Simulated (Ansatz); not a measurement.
## Decaying states in the gap of BaCa2P2

Wanted: the relaxed cell of BaCa2P2, its band edges and its decay constants. It is built by putting Ca for Mg in the BaMg2P2 structure of space group P-3m1, with the volume rescaled by atomic radii. The parent structure comes from the Materials Project.

Program: Ansatz 0.2.0. Level of theory: r2SCAN DFT, plane waves, PAW files, in the first sound run; inputs show where later runs differ. Results are calculated unless marked as measured.

The structure was built from a prototype and need not be the compound's stable phase.

**1. The structure**

It takes space group P-3m1 (No. 164, trigonal). The conventional cell has a = 4.628 Å, b = 4.628 Å, c = 8.070 Å, α = 90.00°, β = 90.00°, γ = 120.00°. Ba has 6 P at 3.49 Å nearest. Nearest to Ca lie 4 P at 2.77 to 2.79 Å. Nearest to P lie 4 Ca at 2.77 to 2.79 Å and 3 Ba at 3.49 Å. It derives from BaMg2P2. Ca for Mg in the BaMg2P2 structure of space group P-3m1. Farther neighbours are not listed.

**2. Cell and atoms at rest**

The substituted atoms don't fit the parent's cell, so cell and atoms relax together. A small smearing keeps the run stable in case the gap closes on the way.

The input, input.yaml:

```yaml
crystal:
  lattice:
    - [4.6283750159, 0.0, 0.0]
    - [-2.314187508, 4.008290342, 0.0]
    - [0.0, 0.0, 8.0697131658]
  atoms:
    - { symbol: Ba, position: [0.0, 0.0, 0.0] }
    - { symbol: Ca, position: [0.6666666667, 0.3333333333, 0.37813727] }
    - { symbol: Ca, position: [0.3333333333, 0.6666666667, 0.62186273] }
    - { symbol: P, position: [0.6666666667, 0.3333333333, 0.72124853] }
    - { symbol: P, position: [0.3333333333, 0.6666666667, 0.27875147] }
kpoints:
  mp_grid: { grid: [6, 6, 4] }
scf:
  occupations: { method: gaussian, width: 0.03 }
hamiltonian:
  xc: r2scan
output:
  forces: true
  stress: true
relax:
  f_tol: 0.02
  max_steps: 60
  cell: {}
```

On the command line:

```sh
ansatz run input.yaml --threads 2 --pin off --max-ram 4096MiB --backend cpu --events-out ev --progress --plain --runs-dir out
```

Numbers of over 12 decimals in the logs are rounded to 6 here.

Log:

```text
Engine: ansatz 0.2.0, aarch64-unknown-linux-gnu
Pseudopotentials: kind: paw
Pseudopotential: Ba, paw, valence charge 10, recommended cutoff 500 eV (meta_gga), Ba.paw.azcp
Pseudopotential: Ca, paw, valence charge 10, recommended cutoff 500 eV (meta_gga), Ca.paw.azcp
Pseudopotential: P, paw, valence charge 5, recommended cutoff 500 eV (meta_gga), P.paw.azcp
Functional definition: r2SCAN
  parameter k0 = 0.174
  parameter k1 = 0.065
  parameter a1 = 4.9479
  exchange = r2scan_x(k0 = k0, k1 = k1, a1 = a1)
  correlation = r2scan_c
Crystal: 5 atoms, lattice volume = 149.708 Å³
Basis set: ecut = 500 eV, 3839 PW (Γ), exchange–correlation on 144×144×240 points (64 copies of the dense FFT grid, shifted against one another)
Bands: 25, of which v1, the nominal top of the filled ones, is band 20 counted from 1 (19 counted from 0)
Symmetry: 12 space group operations
Space group: P-3m1 (ITA 164), of the structure as read, at distance tolerance 5.3e-5 Å
k-points: 24 of 144
Non-local potential: Ba, projectors of the file, l = 0: 3, l = 1: 2, l = 2: 2, l = 3: 2
Non-local potential: Ca, projectors of the file, l = 0: 3, l = 1: 2, l = 2: 2
Non-local potential: P, projectors of the file, l = 0: 2, l = 1: 2, l = 2: 2
PAW form: soft (Blöchl's): semilocal exchange-correlation on the pseudo side does not see the compensation charge
PAW frozen core: Ba, regenerated for the run's functional (the file was generated under x = pbe(κ = 0.804, μ = 0.219515), c = pbe(β = 0.066725))
PAW frozen core: Ca, regenerated for the run's functional (the file was generated under x = pbe(κ = 0.804, μ = 0.219515), c = pbe(β = 0.066725))
PAW frozen core: P, regenerated for the run's functional (the file was generated under x = pbe(κ = 0.804, μ = 0.219515), c = pbe(β = 0.066725))
PAW one-centre angular grid: Ba, 302 points (default); XC on 160 Gauss nodes
PAW one-centre angular grid: Ca, 302 points (default); XC on 160 Gauss nodes
PAW one-centre angular grid: P, 302 points (default); XC on 160 Gauss nodes
Initial density: superposition of atomic densities (neutral atoms: chi_scale 0, normalization atom), corrected by the library's trained network
Initial wavefunctions: pseudopotential atomic-orbital guess
Functional: x = r2scan, c = r2scan; τ floored in thin density (d = 2e-4 eV/Å³)
SCF iter   1: F=—  HF=-11132.479935 eV  |F-HF|=—  |Δ(HF+E_count)|=         —  Δρ=4.63e-3  dr2=4.47e-2  dr2_τ=2.14e-2  ethr=1.77e-3  ⟨swp⟩=10.1  Hψ=3778  notcnv=0
preconditioner: auto → Resta (q_TF=auto, 2.190 Å⁻¹)  ε∞=3.6  [insulator: Δε(μ)=1.668 eV  Ē_g=8.904 eV  σ=0.030 eV  W_gap=1.00  n_scr=22 (ndim 8)  ℏωp=14.2 eV  f_vac=0.000  D(μ)=0.00/eV (n_scr^D=0)  ε∞_Penn≈3.6]
SCF iter   2: F=—  HF=-11132.625783 eV  |F-HF|=—  |Δ(HF+E_count)|=   1.46e-1  Δρ=2.27e-3  dr2=9.01e-3  dr2_τ=3.45e-4  ethr=1.12e-4  ⟨swp⟩=3.1  Hψ=1422  notcnv=0  defer=24
SCF iter   3: F=—  HF=-11132.624776 eV  |F-HF|=—  |Δ(HF+E_count)|=   1.01e-3  Δρ=5.48e-4  dr2=3.98e-4  dr2_τ=4.41e-5  ethr=2.25e-5  ⟨swp⟩=3.1  Hψ=1149  notcnv=0
automatic band count: iteration 3 solves 24 bands in place of 25: the levels show a gap, and the empty bands left out lie too high to hold charge; the band table lists the bands solved (type scf.n_extra_bands for more)
SCF iter   4: F=—  HF=-11132.624896 eV  |F-HF|=—  |Δ(HF+E_count)|=   1.19e-4  Δρ=1.01e-4  dr2=1.80e-5  dr2_τ=1.06e-6  ethr=9.95e-7  ⟨swp⟩=2.0  Hψ=845  notcnv=0
SCF iter   5: F=—  HF=-11132.624840 eV  |F-HF|=—  |Δ(HF+E_count)|=   5.53e-5  Δρ=1.78e-5  dr2=6.33e-7  dr2_τ=7.66e-8  ethr=4.51e-8  ⟨swp⟩=2.2  Hψ=1035  notcnv=0
SCF iter   6: F=-11132.624840 eV  HF=-11132.624840 eV  |F-HF|=1.30e-8  |Δ(HF+E_count)|=   8.79e-8  Δρ=4.89e-6  dr2=5.93e-8  dr2_τ=2.73e-9  ethr=2.50e-10  ⟨swp⟩=5.3  Hψ=2241  notcnv=0
SCF 1 converged in 6 iterations: F = -11132.624840 eV  dr2 = 5.93e-8
  greatest PAW one-centre occupation: 0.995 electrons in one spin orbital (limit 2), on the Ca atom at site 2 (counted from 0), in its partial waves of l = 0
relax step   1: F+E_penalty+E_count = -11132.62484034 eV  Δ(F+E_penalty+E_count) = +0.000e0 eV  max|allowed force component| = 1.128e0 eV/Å  Δτ_max = 0.0000 Å  P = +2.830 GPa  Ω = 149.708 Å³  (6 SCF iters, dr2 threshold 1.00e-7 eV, accepted)
Crystal: 5 atoms, lattice volume = 158.269 Å³
Basis set: ecut = 500 eV, 3983 PW (Γ), exchange–correlation on 144×144×240 points (64 copies of the dense FFT grid, shifted against one another)
Initial density: handed on by an earlier stage of this run
Initial wavefunctions: those handed on with the density
iter 1 solved again at ethr=2.06e-3 eV; its pass at ethr=3.10e-3 eV (dr2=8.22e-1 eV) is discarded
SCF iter   1: F=—  HF=-11132.791289 eV  |F-HF|=—  |Δ(HF+E_count)|=         —  Δρ=9.22e-3  dr2=8.19e-1  dr2_τ=1.75e0  ethr=2.06e-3  ⟨swp⟩=1.0  Hψ=4185  notcnv=0
automatic band count: iteration 1 solves 24 bands in place of 25: the levels show a gap, and the empty bands left out lie too high to hold charge; the band table lists the bands solved (type scf.n_extra_bands for more)
preconditioner: auto → Resta (q_TF=auto, 2.169 Å⁻¹)  ε∞=3.6  [insulator: Δε(μ)=1.636 eV  Ē_g=8.555 eV  σ=0.030 eV  W_gap=1.00  n_scr=22 (ndim 8)  ℏωp=13.8 eV  f_vac=0.018  D(μ)=0.00/eV (n_scr^D=0)  ε∞_Penn≈3.6]
SCF iter   2: F=—  HF=-11132.888034 eV  |F-HF|=—  |Δ(HF+E_count)|=   9.67e-2  Δρ=3.52e-3  dr2=2.25e-2  dr2_τ=3.92e-3  ethr=2.05e-3  ⟨swp⟩=3.1  Hψ=1173  notcnv=0
SCF iter   3: F=—  HF=-11132.893080 eV  |F-HF|=—  |Δ(HF+E_count)|=   5.05e-3  Δρ=1.65e-3  dr2=3.86e-3  dr2_τ=1.84e-4  ethr=5.61e-5  ⟨swp⟩=3.5  Hψ=917  notcnv=0
SCF iter   4: F=—  HF=-11132.894014 eV  |F-HF|=—  |Δ(HF+E_count)|=   9.34e-4  Δρ=2.86e-4  dr2=2.62e-4  dr2_τ=3.20e-5  ethr=9.65e-6  ⟨swp⟩=2.0  Hψ=841  notcnv=0
SCF iter   5: F=—  HF=-11132.893978 eV  |F-HF|=—  |Δ(HF+E_count)|=   3.65e-5  Δρ=1.02e-4  dr2=3.96e-5  dr2_τ=4.17e-7  ethr=6.56e-7  ⟨swp⟩=3.0  Hψ=1048  notcnv=0
SCF iter   6: F=—  HF=-11132.893984 eV  |F-HF|=—  |Δ(HF+E_count)|=   5.97e-6  Δρ=2.89e-5  dr2=2.23e-6  dr2_τ=2.36e-7  ethr=9.91e-8  ⟨swp⟩=2.0  Hψ=721  notcnv=0
SCF iter   7: F=-11132.893984 eV  HF=-11132.893984 eV  |F-HF|=4.25e-8  |Δ(HF+E_count)|=   7.22e-8  Δρ=6.46e-6  dr2=5.31e-8  dr2_τ=5.10e-9  ethr=1.25e-9  ⟨swp⟩=5.0  Hψ=2296  notcnv=0
SCF 2 converged in 7 iterations: F = -11132.893984 eV  dr2 = 5.31e-8
relax step   2: F+E_penalty+E_count = -11132.89398381 eV  Δ(F+E_penalty+E_count) = -2.691e-1 eV  max|allowed force component| = 2.694e-1 eV/Å  Δτ_max = 0.1955 Å  P = -1.077 GPa  Ω = 158.269 Å³  energy of the carried Pulay correction = -6.459e-4 eV  (7 SCF iters, dr2 threshold 5.00e-7 eV, accepted)
Crystal: 5 atoms, lattice volume = 155.769 Å³
Basis set: ecut = 500 eV, 3971 PW (Γ), exchange–correlation on 144×144×240 points (64 copies of the dense FFT grid, shifted against one another)
iter 1 solved again at ethr=1.61e-5 eV; its pass at ethr=3.10e-3 eV (dr2=6.43e-3 eV) is discarded
SCF iter   1: F=—  HF=-11132.906328 eV  |F-HF|=—  |Δ(HF+E_count)|=         —  Δρ=1.17e-3  dr2=6.55e-3  dr2_τ=2.45e-2  ethr=1.61e-5  ⟨swp⟩=2.0  Hψ=3946  notcnv=0
automatic band count: iteration 1 solves 24 bands in place of 25: the levels show a gap, and the empty bands left out lie too high to hold charge; the band table lists the bands solved (type scf.n_extra_bands for more)
preconditioner: auto → Resta (q_TF=auto, 2.175 Å⁻¹)  ε∞=3.7  [insulator: Δε(μ)=1.839 eV  Ē_g=8.508 eV  σ=0.030 eV  W_gap=1.00  n_scr=22 (ndim 8)  ℏωp=14.0 eV  f_vac=0.003  D(μ)=0.00/eV (n_scr^D=0)  ε∞_Penn≈3.7]
SCF iter   2: F=—  HF=-11132.917265 eV  |F-HF|=—  |Δ(HF+E_count)|=   1.09e-2  Δρ=6.52e-4  dr2=7.85e-4  dr2_τ=5.24e-5  ethr=1.61e-5  ⟨swp⟩=2.6  Hψ=1170  notcnv=0
SCF iter   3: F=—  HF=-11132.917278 eV  |F-HF|=—  |Δ(HF+E_count)|=   1.34e-5  Δρ=2.23e-4  dr2=8.95e-5  dr2_τ=6.49e-6  ethr=1.96e-6  ⟨swp⟩=2.4  Hψ=990  notcnv=0
SCF iter   4: F=—  HF=-11132.917251 eV  |F-HF|=—  |Δ(HF+E_count)|=   2.76e-5  Δρ=5.32e-5  dr2=7.51e-6  dr2_τ=5.35e-7  ethr=2.24e-7  ⟨swp⟩=2.5  Hψ=947  notcnv=0
SCF iter   5: F=-11132.917254 eV  HF=-11132.917254 eV  |F-HF|=1.17e-7  |Δ(HF+E_count)|=   3.16e-6  Δρ=1.39e-5  dr2=4.37e-7  dr2_τ=1.21e-8  ethr=1.25e-9  ⟨swp⟩=4.0  Hψ=2951  notcnv=0
SCF 3 converged in 5 iterations: F = -11132.917254 eV  dr2 = 4.37e-7
relax step   3: F+E_penalty+E_count = -11132.91725404 eV  Δ(F+E_penalty+E_count) = -2.327e-2 eV  max|allowed force component| = 7.833e-2 eV/Å  Δτ_max = 0.0367 Å  P = -0.309 GPa  Ω = 155.769 Å³  energy of the carried Pulay correction = -4.610e-4 eV  (5 SCF iters, dr2 threshold 5.00e-7 eV, accepted)
[...]
relax step   4: F+E_penalty+E_count = -11132.92017636 eV  Δ(F+E_penalty+E_count) = -2.922e-3 eV  max|allowed force component| = 8.662e-3 eV/Å  Δτ_max = 0.0122 Å  P = +0.084 GPa  Ω = 154.321 Å³  energy of the carried Pulay correction = -3.526e-4 eV  (5 SCF iters, dr2 threshold 5.00e-7 eV, accepted)
[...]
relax step   5: F+E_penalty+E_count = -11132.92039259 eV  Δ(F+E_penalty+E_count) = -2.162e-4 eV  max|allowed force component| = 2.819e-3 eV/Å  Δτ_max = 0.0004 Å  P = +0.030 GPa  Ω = 154.471 Å³  energy of the carried Pulay correction = -3.639e-4 eV  (5 SCF iters, dr2 threshold 4.98e-8 eV, accepted)
[...]
relax step   6: F+E_penalty+E_count = -11132.92043586 eV  Δ(F+E_penalty+E_count) = -4.328e-5 eV  max|allowed force component| = 4.520e-4 eV/Å  Δτ_max = 0.0005 Å  P = -0.001 GPa  Ω = 154.549 Å³  energy of the carried Pulay correction = -3.697e-4 eV  (5 SCF iters, dr2 threshold 7.55e-9 eV, accepted)
Initial wavefunctions: pseudopotential atomic-orbital guess (no wavefunctions were taken with the density)
iter 1 solved again at ethr=3.82e-7 eV; its pass at ethr=3.10e-3 eV (dr2=1.53e-4 eV) is discarded
SCF iter   1: F=—  HF=-11132.920797 eV  |F-HF|=—  |Δ(HF+E_count)|=         —  Δρ=5.31e-5  dr2=3.52e-7  dr2_τ=2.01e-6  ethr=3.82e-7  ⟨swp⟩=3.9  Hψ=5441  notcnv=0
preconditioner: auto → Resta (q_TF=auto, 2.178 Å⁻¹)  ε∞=3.6  [insulator: Δε(μ)=1.813 eV  Ē_g=8.755 eV  σ=0.030 eV  W_gap=1.00  n_scr=22 (ndim 8)  ℏωp=14.0 eV  f_vac=0.004  D(μ)=0.00/eV (n_scr^D=0)  ε∞_Penn≈3.6]
SCF iter   2: F=—  HF=-11132.920858 eV  |F-HF|=—  |Δ(HF+E_count)|=   6.08e-5  Δρ=2.77e-5  dr2=9.75e-8  dr2_τ=1.49e-7  ethr=8.81e-10  ⟨swp⟩=2.8  Hψ=1167  notcnv=0
SCF iter   3: F=—  HF=-11132.920858 eV  |F-HF|=—  |Δ(HF+E_count)|=   4.46e-7  Δρ=8.02e-7  dr2=1.41e-9  dr2_τ=3.18e-10  ethr=2.44e-10  ⟨swp⟩=2.0  Hψ=1080  notcnv=0
SCF iter   4: F=—  HF=-11132.920858 eV  |F-HF|=—  |Δ(HF+E_count)|=   1.01e-9  Δρ=2.72e-7  dr2=1.12e-10  dr2_τ=1.53e-11  ethr=3.52e-12  ⟨swp⟩=2.4  Hψ=999  notcnv=0
SCF iter   5: F=-11132.920858 eV  HF=-11132.920858 eV  |F-HF|=1.82e-12  |Δ(HF+E_count)|=  1.13e-10  Δρ=9.06e-8  dr2=2.40e-11  dr2_τ=9.31e-13  ethr=1.00e-12  ⟨swp⟩=5.0  Hψ=2229  notcnv=0
SCF 7 converged in 5 iterations: F = -11132.920858 eV  dr2 = 2.40e-11
relax step   7: F+E_penalty+E_count = -11132.92085811 eV  Δ(F+E_penalty+E_count) = -4.222e-4 eV  max|allowed force component| = 4.712e-4 eV/Å  Δτ_max = 0.0000 Å  P = -0.000 GPa  Ω = 154.549 Å³  stress off target by 2.44e-3 GPa  SCF on the basis re-selected at this cell (its energy is not comparable with the rows above)  (5 SCF iters)
basis re-selected at this cell: Δ(F+E_penalty+E_count) = -4.222e-4 eV, ΔP = +0.000 GPa vs the last step (what re-selecting the basis moved, of the pressure what is left beyond the Pulay correction that the steps carried, after the strain that the cell walked since its last selection, with what the two solves' SCF thresholds leave and, on support functions, any second-order correction that the steps lacked; it is no m [...]
SCF converged after 5 iterations
Free energy (F): -11132.920858 eV
Harris-Foulkes:  -11132.920858 eV  (|F-HF|=1.82e-12)
Internal energy: -11132.920858 eV  (E = F + TS)
E sigma→0 (E₀):  -11132.920858 eV
Fermi energy:    6.279252 eV
--- Per-component energies (eV) ---
  E_band       = -379.804145
  E_kinetic    = 863.885644
  E_local      = -2110.907857  (includes V_loc(G=0)·N_el)
  E_nonlocal   = 248.573125
  E_hartree    = 711.074130
  E_xc         = -548.410314
  E_vxc        = -666.081731  (∫ρ·V_xc dr)
  E_paw        = -8130.715116  (= ΣΔE_a)
  E_vpaw       = -173.451200  (= ΣTr[D̂ρ^β])
  E_aug_tail   = -0.000008  (compensation charges beyond the density's cutoff)
  E_vtau       = 36.029516  (kinetic-family band-sum trace: ∫τ·v_τ [+ j·A + Jᵃ·Aᵃ] dr)
  E_ewald      = -2165.867863
  E_core_change = -0.552599  (= ΣΔE_core)
  E_smearing   = -0.000000  (= −TS)
  E_closure    = 0.000000  (closes the sum)
  Σ components = -11132.920858   (vs F -11132.920858, Δ=0.00e0)
--- Forces (eV/Å), atoms counted from 1 ---
  atom   1  Ba     0.00000000     0.00000000     0.00000000
  atom   2  Ca    -0.00000000    -0.00000000    -0.00028293
  atom   3  Ca     0.00000000     0.00000000     0.00028293
  atom   4  P     -0.00000000     0.00000000     0.00047125
  atom   5  P      0.00000000    -0.00000000    -0.00047125
  max |Σ_I F_I| component: 1.39e-17 eV/Å
--- Stress (GPa, compression-positive) ---
        0.000486      -0.000000       0.000000
       -0.000000       0.000486       0.000000
        0.000000       0.000000      -0.002437
  P = ⅓ Tr σ = -0.0005 GPa (-0.005 kbar)
--- Relaxed structure (6 steps of the walk, 6 accepted, 1 SCFs on fresh bases) ---
  F+E_penalty+E_count = -11132.92085811 eV   max|allowed force component| = 4.712e-4 eV/Å   (the final SCF, on the basis selected at the relaxed cell)
  cell:  # Å, volume = 154.5487 Å³
    - [4.766731, 2.97304231560215e-11, 0]
    - [-2.383365, 4.128110, 0]
    - [0, 0, 7.854046]
  atoms:
    - { symbol: Ba, position: [0, 0, -1.209190382840849e-19] }
    - { symbol: Ca, position: [0.666667, 0.333333, 0.362501] }
    - { symbol: Ca, position: [0.333333, 0.666667, 0.637499] }
    - { symbol: P, position: [0.666667, 0.333333, 0.740862] }
    - { symbol: P, position: [0.333333, 0.666667, 0.259138] }
```

Elapsed: 37 s, on 2 threads of Arm Neoverse V1, shared host; peak memory 0.79 GiB; 73 s of CPU time.

The steps of the relaxation:

```
step  energy less that of the first step (eV)  largest force component (eV/Å)  pressure (GPa)  volume (Å³)
   1                                   0.0000                          1.1280            2.83       149.71
   2                                  -0.2691                          0.2694           -1.08       158.27
   3                                  -0.2924                          0.0783           -0.31       155.77
   4                                  -0.2953                          0.0087            0.08       154.32
   5                                  -0.2956                          0.0028            0.03       154.47
   6                                  -0.2956                          0.0005            0.00       154.55
  7*                                  -0.2960                          0.0005            0.00       154.55
```

Relaxation steps marked * repeat the geometry before them on a plane-wave basis chosen anew for their cell, so energy and pressure can jump there.

The run keeps the 12 symmetry operations that it works with, so distortions that break them were not tested.

```
conventional cell, symmetrised  before  after  change
                         a (Å)   4.628  4.767  +3.0 %
                         b (Å)   4.628  4.767  +3.0 %
                         c (Å)   8.070  7.854  -2.7 %
              volume (Å³/atom)   29.94  30.91  +3.2 %
```

The atoms that moved most (Å, as changes of fractional coordinates times the final cell):

```
atom     dx     dy      dz  length
  P4  0.000  0.000   0.154   0.154
  P5  0.000  0.000  -0.154   0.154
 Ca3  0.000  0.000   0.123   0.123
 Ca2  0.000  0.000  -0.123   0.123
```

Final coordinates:

```cif
data_structure
_symmetry_space_group_name_H-M 'P 1'
_symmetry_Int_Tables_number 1
_cell_length_a 4.7667
_cell_length_b 4.7667
_cell_length_c 7.8540
_cell_angle_alpha 90.000
_cell_angle_beta 90.000
_cell_angle_gamma 120.000
_cell_volume 154.55
loop_
_atom_site_label
_atom_site_type_symbol
_atom_site_fract_x
_atom_site_fract_y
_atom_site_fract_z
_atom_site_occupancy
Ba1 Ba 0.00000 0.00000 0.00000 1
Ca2 Ca 0.66667 0.33333 0.36250 1
Ca3 Ca 0.33333 0.66667 0.63750 1
P4 P 0.66667 0.33333 0.74086 1
P5 P 0.33333 0.66667 0.25914 1
```

Numbers from this step:

| Property | Result |
| --- | --- |
| free energy | -11132.9209 eV |
| Fermi energy | 6.279 eV |
| pressure | -4.88e-4 GPa |

The largest force component on a free atom ends at 4.7e-4 eV/Å.

[end of part 1 of 4]

[Logs are printed without paths, hosts, clocks, repeated set-up lines and the standing remarks that a program may print on its own settings, such as how far it seeks lower states.]

[Hosts, paths, dates, database ids (printed as entryN), source tags and the programs' standing remarks are cut or masked in the printed files.]
